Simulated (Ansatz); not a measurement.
**What BiBr3 (model cell, started as ReO3 type) distorts into**

Which phase does BiBr3 (model cell, started as ReO3 type) fall into along its unstable mode, and how much energy does it gain?

Calculated with Ansatz 0.2.0; DFT PBEsol, scalar-relativistic, plane waves, PAW.

This is a report of a sequence of runs, with most program output left out.

The structure was built from a prototype and need not be the compound's stable phase.

In doubt: the program warns that the response may not be converged on this k-mesh (steps 2, 7), which bears on the force constants and all frequencies.

### Step 1. The structure

The structure is cubic, space group Pm-3m (No. 221). Conventional cell: a = 5.651 Å, b = 5.651 Å, c = 5.651 Å, α = 90.00°, β = 90.00°, γ = 90.00°. Nearest to Bi lie 6 Br at 2.83 Å. Br has 2 Bi at 2.83 Å nearest. Farther neighbours and most contacts between anions are not listed.

### Step 2. Phonons on a q mesh

The cell comes from relaxations at this level that are not shown. The mesh has a single point along some directions, so zone-edge points there are not solved. Linear response on a 1×1×1 q mesh gives force constants as far as a supercell of that size would.

input.yaml reads:

```yaml
crystal:
  lattice:
    - [5.6510425019, 0.0, 0.0]
    - [0.0, 5.6510425019, 0.0]
    - [0.0, 0.0, 5.6510425019]
  atoms:
    - { symbol: Bi, position: [0.0, 0.0, 0.0] }
    - { symbol: Br, position: [0.5, 0.0, 0.0] }
    - { symbol: Br, position: [0.0, 0.5, 0.0] }
    - { symbol: Br, position: [0.0, 0.0, 0.5] }
kpoints:
  mp_grid: { grid: [6, 6, 6] }
hamiltonian:
  xc: pbesol
scf:
  occupations: { method: fixed }
output:
  eigenvalues: true
phonons:
  method: dfpt
  dielectric: true
  rigid_motions: translations
  raman: true
  qmesh: [1, 1, 1]
  temperatures: { t_max: 1000, t_step: 50 }
  qpath:
    path:
      - [[0.0, 0.0, 0.0], [0.0, 0.5, 0.0], [0.5, 0.5, 0.0], [0.0, 0.0, 0.0], [0.5, 0.5, 0.5], [0.0, 0.5, 0.0]]
      - [[0.5, 0.5, 0.5], [0.5, 0.5, 0.0]]
    npoints: 10
```

Launch:

```sh
$ ansatz run input.yaml --threads 4 --pin off --max-ram 7168MiB --backend cpu --events-out ev --progress --plain --runs-dir out
```

Elapsed: 7.8 min, on 4 threads of Arm Neoverse N1, shared host; peak memory 1.6 GiB.

This step gave:

```yaml
gap_on_the_k_mesh: 0.5943 eV
volume_per_atom: 45.12 Å³
sum_rule_residual_before_enforcement: 4.40e-4 eV/Å²
miss_of_the_charge_sum_rule: 4.50e-4 e
estimated_error_of_the_dielectric_tensor: 0.04045
estimated_error_of_the_born_charges: 0.07954 e
point_group: m-3m
highest_optical_mode_at_the_zone_centre_no_lo_to_term: 49.46 cm⁻¹
lowest_optical_zone_centre_mode: -53.89 cm⁻¹
mean_high_frequency_dielectric_constant: 8.326
largest_born_charge_third_of_the_trace: 7.787 e
top_of_the_zone_centre_spectrum_with_the_field: 171.7 cm⁻¹
lowest_mode_on_the_q_mesh_acoustic_modes_at_gamma_apart: -53.89 cm⁻¹
highest_frequency_at_a_solved_wavevector_no_lo_to_term_at_gamma: 49.46 cm⁻¹
```

Frequencies (cm⁻¹) solved at each irreducible wavevector; negative means imaginary. Frequencies by wavevector, by row:

```csv
q in reciprocal lattice units,star,mode 1,mode 2,mode 3,mode 4,mode 10,mode 11,mode 12
0 0 0,1,-53.9,-53.9,-53.9,-14.1,49.5,49.5,49.5
```

Symmetry leaves 1 wavevectors to solve. The lowest mode among them, the acoustic zeros apart, lies at Γ and is imaginary, 53.9i cm⁻¹, so the energy falls along it.

The log warns of the k mesh: “the force constants stand on the 6×6×6 k-mesh, whose period is 8.03 times the interband length at k = (-0.5000, -0.5000, -0.5000), direct gap 0.594 eV, under 14: take them and everything formed from them as unconverged”.

### Step 3. The mode frozen in, largest atomic shift 0 Å

The mode followed lies at Γ with frequency 53.9i cm⁻¹ and is 3-fold degenerate, the softest among the wavevectors solved. At small amplitude the distorted cell has space group no. 99 by a symmetry search on the positions. The undistorted cell that holds it gives the zero of energy on the same k mesh.

input.yaml, the sections that differ from step 2:

```yaml
scf:
  occupations: { method: gaussian, width: 0.02 }
output:
  forces: true
  stress: true
  eigenvalues: true
# crystal, kpoints, hamiltonian: as in step 2
# phonons: removed
```

Elapsed: 5.8 s, on 4 threads; peak memory 0.46 GiB.

This step gave:

```
pressure                         : -0.001846 GPa
energy from the undistorted cell : 0 meV/atom
```

At this level the gap is 0.59 eV on the k-mesh of the self-consistent run, which can miss the band edges.

### Step 4. The mode frozen in, largest atomic shift 0.08 Å

The atoms are moved along the unstable eigenvector, the largest shift by 0.08 Å, with the cell fixed.

input.yaml, the sections that differ from step 3:

```yaml
crystal:
  lattice:
    - [5.6510425019, 0.0, 0.0]
    - [0.0, 5.6510425019, 0.0]
    - [0.0, 0.0, 5.6510425019]
  atoms:
    - { symbol: Bi, position: [0.0, 0.0141566799, 0.0] }
    - { symbol: Br, position: [0.5, -0.0122248812, 0.0] }
    - { symbol: Br, position: [0.0, 0.4874244741, 0.0] }
    - { symbol: Br, position: [0.0, -0.0122248812, 0.5] }
# kpoints, hamiltonian, scf, output: as in step 3
```

It took 12 s on 4 threads; peak memory 0.47 GiB; 28 s of CPU time.

This step gave:

* pressure: 0.2420 GPa
* gap on the k-mesh: 0.6478 eV
* energy from the undistorted cell: -1.667 meV/atom

The energy, extrapolated to zero smearing, is -1.67 meV/atom against the undistorted cell.

The run ends at a pressure of 0.24 GPa, with forces up to 0.098 eV/Å.

### Step 5. Energy along the mode, all amplitudes (two of the runs are shown above)

An imaginary frequency means negative curvature, so the energy should fall and then rise again as anharmonic terms take over.

This step gave:

```yaml
depth_at_the_lowest_point_sampled: 1.667 meV/atom
largest_atomic_shift_at_that_point: 0.08 Å
```

Energy from the parent against largest atomic shift:

```csv
largest atomic shift (Å),energy from the parent (meV/atom)
0.0000,0
0.0400,-0.727
0.0800,-1.67
0.1400,4.26
```

Displacement at unit largest shift by atom:

```csv
atom,x (Å),y (Å),z (Å),size
Bi1,0.00,1.00,0.00,1.00
Br2,0.00,-0.86,0.00,0.86
Br3,0.00,-0.89,0.00,0.89
Br4,0.00,-0.86,0.00,0.86
```

The lowest of the steps tried is at 0.08 Å, 1.67 meV/atom below the parent; the bottom of the well need not coincide with a step.

### Step 6. Relaxation from the frozen mode

Starting from the lowest point found, all atoms and the cell are let go, so that strain and other modes of the same symmetry can join in.

Changes to input.yaml since step 4:

```diff
@@ -15,3 +15,3 @@
 scf:
-  occupations: { method: gaussian, width: 0.02 }
+  occupations: { method: fixed }
 output:
@@ -20 +20,6 @@
   eigenvalues: true
+relax:
+  adjacent_minimum: "off"
+  f_tol: 0.002
+  max_steps: 120
+  cell: { stress_tol: 0.03 }
```

It took 1.7 min on 4 threads; peak memory 0.51 GiB.

Relaxation path:

```csv
step,energy less that of the first step (eV),largest force component (eV/Å),pressure (GPa),volume (Å³)
1,0.0000,0.0976,0.24,180.46
2,-0.0103,0.1405,-0.05,181.82
3,-0.0133,0.2653,-0.23,180.13
4,-0.0235,0.2055,0.06,179.14
5,-0.0325,0.0628,0.14,181.26
6,-0.0337,0.0179,0.01,182.68
7,-0.0339,0.0119,0.00,183.12
8,-0.0339,0.0015,0.00,183.21
9*,-0.0341,0.0017,0.00,183.21
```

Relaxation steps marked * repeat the geometry before them on a plane-wave basis chosen anew for their cell, so energy and pressure can jump there.

Forces are held to the 8 operations that the run works with; a distortion that breaks them can't arise in this run.

```csv
"conventional cell, symmetrised",before,after,change
a (Å),5.651,5.586,-1.2 %
b (Å),5.651,5.586,-1.2 %
c (Å),5.651,5.871,+3.9 %
volume (Å³/atom),45.12,45.80,+1.5 %
```

The atoms that moved most (Å, as changes of fractional coordinates times the final cell):

```csv
atom,dx,dy,dz,length
Bi1,0.000,0.219,0.000,0.219
Br2,0.000,-0.146,0.000,0.146
Br4,0.000,-0.146,0.000,0.146
Br3,0.000,0.073,0.000,0.073
```

The relaxed structure:

```cif
data_structure
_symmetry_space_group_name_H-M 'P 1'
_symmetry_Int_Tables_number 1
_cell_length_a 5.5860
_cell_length_b 5.8714
_cell_length_c 5.5860
_cell_angle_alpha 90.000
_cell_angle_beta 90.000
_cell_angle_gamma 90.000
_cell_volume 183.21
loop_
_atom_site_label
_atom_site_type_symbol
_atom_site_fract_x
_atom_site_fract_y
_atom_site_fract_z
_atom_site_occupancy
Bi1 Bi 0.00000 0.05144 0.00000 1
Br2 Br 0.50000 0.96291 0.00000 1
Br3 Br 0.00000 0.49987 0.00000 1
Br4 Br 0.00000 0.96291 0.50000 1
```

This step gave:

- pressure: -0.001253 GPa
- gap on the k-mesh: 1.433 eV
- volume per atom: 45.80 Å³

The distorted start has space group P4mm; the relaxation ends in P4mm.

### Step 7. Modes of the new phase

A relaxed structure may still be a saddle point, so its zone-centre modes are computed. The response to a homogeneous field gives the Born charges and the dielectric tensor, and its change with displacement the Raman tensors.

input.yaml reads:

```yaml
crystal:
  lattice:
    - [5.5859778287, 0.0, 0.0]
    - [0.0, 5.871363132, 0.0]
    - [0.0, 0.0, 5.5859778287]
  atoms:
    - { symbol: Bi, position: [0.0, 0.0514368687, 0.0] }
    - { symbol: Br, position: [0.5, -0.0370900794, 0.0] }
    - { symbol: Br, position: [0.0, 0.4998746817, 0.0] }
    - { symbol: Br, position: [0.0, -0.0370900794, 0.5] }
kpoints:
  mp_grid: { grid: [6, 6, 6] }
hamiltonian:
  xc: pbesol
scf:
  occupations: { method: fixed }
output:
  eigenvalues: true
phonons:
  method: dfpt
  dielectric: true
  rigid_motions: translations
  raman: true
```

Wall time 17 min (4 threads); peak memory 2.1 GiB.

Numbers from this step:

```yaml
sum_rule_residual_before_enforcement: 2.31e-4 eV/Å²
miss_of_the_charge_sum_rule: 0.03744 e
estimated_error_of_the_dielectric_tensor: 0.1576
estimated_error_of_the_born_charges: 0.5291 e
point_group: 4mm
highest_optical_mode_at_the_zone_centre_no_lo_to_term: 162.7 cm⁻¹
lowest_optical_zone_centre_mode: 7.28 cm⁻¹
mean_high_frequency_dielectric_constant: 6.299
largest_born_charge_third_of_the_trace: 6.000 e
mean_static_dielectric_constant: 514.0
top_of_the_zone_centre_spectrum_with_the_field: 204.0 cm⁻¹
```

Without the LO-TO term. Patterns of degenerate modes are one choice out of their space. The modes at Γ (shares of kinetic energy by element, %):

```csv
mode,frequency (cm⁻¹),symmetry,Bi %,Br %
1,0.0,acoustic,47,53
2,0.0,acoustic,47,53
3,0.0,acoustic,47,53
4,7.3,E,23,77
5,7.3,E,23,77
6,23.0,E,23,77
7,23.0,E,23,77
8,41.6,B1,0,100
9,58.1,A1,27,73
10,67.2,E,8,92
11,67.2,E,8,92
12,162.7,A1,27,73
```

Displacements in mode 7 (23.0 cm⁻¹), the largest set to 1:
```
Bi1  0.01  0.00 -0.34
Br2  0.00  0.00 -0.01
Br3 -0.03  0.00  1.00
Br4  0.00  0.00 -0.11
```

Displacements in mode 11 (67.2 cm⁻¹), the largest set to 1:
```
Bi1  0.00  0.00 -0.20
Br2  0.02  0.00 -0.42
Br3  0.00  0.00 -0.07
Br4 -0.01  0.00  1.00
```

High-frequency dielectric tensor, which the program warns is not settled by the k meshes in reach. Tensor:

```csv
,x,y,z
x,6.87,0,0
y,0,5.156,0
z,0,0,6.87
```

Static dielectric tensor, which the program warns is not settled by the k meshes in reach. Tensor:

```csv
,x,y,z
x,766.8,0,0
y,0,8.434,0
z,0,0,766.8
```

Optical modes at the zone centre, without and with the macroscopic field of the longitudinal modes; each column is sorted by frequency, so a row need not hold one and the same mode. Modes with and without the field, by row:

```csv
rank among optical modes,no field (cm⁻¹),"q along (1, 0, 0) (cm⁻¹)","q along (0, 1, 0) (cm⁻¹)"
1,7.3,7.3,7.3
2,7.3,20.2,7.3
3,23,23,23
4,23,33.2,23
5,41.6,41.6,41.6
6,58.1,58.1,59.3
7,67.2,67.2,67.2
8,67.2,162.7,67.2
9,162.7,177.3,204
```

Born charge (rows field, columns displacement) (e), principal values of the symmetric part by kind of site:

```csv
atom,atoms with these values,low,middle,high,mean
Bi1,1,4.52,6.74,6.74,6.00
Br2,2,-6.28,-0.32,-0.29,-2.30
Br3,1,-3.93,-0.14,-0.14,-1.41
```

In full for Bi1:

```
6.74 0.00 0.00
0.00 4.52 0.00
0.00 0.00 6.74
```

Transverse modes. Lines of the infrared spectrum (strongest = 100):

```csv
position (cm⁻¹),label,relative intensity
7,E,26
23,E,5.3
42,B1,0.0
58,A1,0.4
67,E,100
163,A1,27
```

Activity x (w_L - w)^4 (n + 1)/w, 532 nm, 300 K; the log calls the Raman tensors unconverged in the k mesh, so the heights are rough; the tensors are static ones, while 532 nm light lies above the computed direct gap, where resonance would change the heights; modes without the macroscopic field alone. Lines of the Raman spectrum (strongest = 100):

```csv
position (cm⁻¹),label,relative intensity
7,E,16
23,E,100
42,B1,53
58,A1,74
67,E,1.9
163,A1,83
```

Before it was imposed, the acoustic sum rule was missed by 2.3e-4 eV/Å² and the charge sum rule by 0.037 e. The charge miss is large and points to the mesh or the basis. The lowest optical mode is real, 7.3 cm⁻¹.

The log warns of the k mesh: “the force constants stand on the 6×6×6 k-mesh, whose period is 9.32 times the interband length at k = (-0.5000, -0.5000, -0.5000), direct gap 1.435 eV, under 14: take them and everything formed from them as unconverged”.

### Step 8. What came out

| Item | Value |
| --- | --- |
| unstable mode of the parent | q = (0, 0, 0), 54i cm⁻¹ |
| depth at the lowest point sampled | 1.67 meV/atom |
| largest atomic shift at that point | 0.08 Å |
| space group reached (within 0.01 Å) | P4mm |
| energy gained over the parent (first relaxation, on the mesh of the frozen mode) | 10.2 meV/atom |
| volume per atom, phase reached | 45.8 Å³ |
| gap on the k-mesh, phase reached | 1.43 eV |
| lowest optical zone-centre mode, phase reached | 7.3 cm⁻¹ |
| highest optical mode at the zone centre (no LO-TO term), phase reached | 163 cm⁻¹ |

What this shows: Along this mode the structure falls into P4mm, 10.2 meV/atom below the parent. At the parent's cell the well is 1.667 meV/atom deep on the steps tried, with its lowest point at a shift of 0.08 Å. Relaxing atoms and cell changes the gain by +8.53 meV/atom against the lowest step (energies at zero smearing). Most of the total comes from this relaxation. The new phase has no imaginary mode at the zone centre of its cell; other wavevectors were not checked. Of the 6 patterns followed to their end from this parent, this one ends 2.21 meV/atom above the lowest, R3m. Each path keeps the symmetry of its pattern, so a lower phase may lie along a pattern not tried. With the field response the log warns that the k mesh is coarse for the force constants too, so the frequencies may not be converged. The q mesh is too sparse to interpolate, so only the solved wavevectors are given. In at least one run the field response is not settled by the k meshes in reach, so its dielectric tensor, Born charges and longitudinal modes are rough. The program warns that the Raman tensors are not converged in the k mesh, so the intensities are rough. An optical mode within 15 cm⁻¹ of zero is at the mercy of small errors in the force constants, and even its sign is uncertain. Spin-orbit coupling is left out, which can matter for the heavy elements here. The starting cell was built on a prototype and not taken from a measurement, so the phase need not exist.

[Logs are printed without paths, hosts, clocks, repeated set-up lines and the standing remarks that a program may print on its own settings, such as how far it seeks lower states.]

[Hosts, paths, dates, database ids (printed as entryN), source tags and the programs' standing remarks are cut or masked in the printed files.]
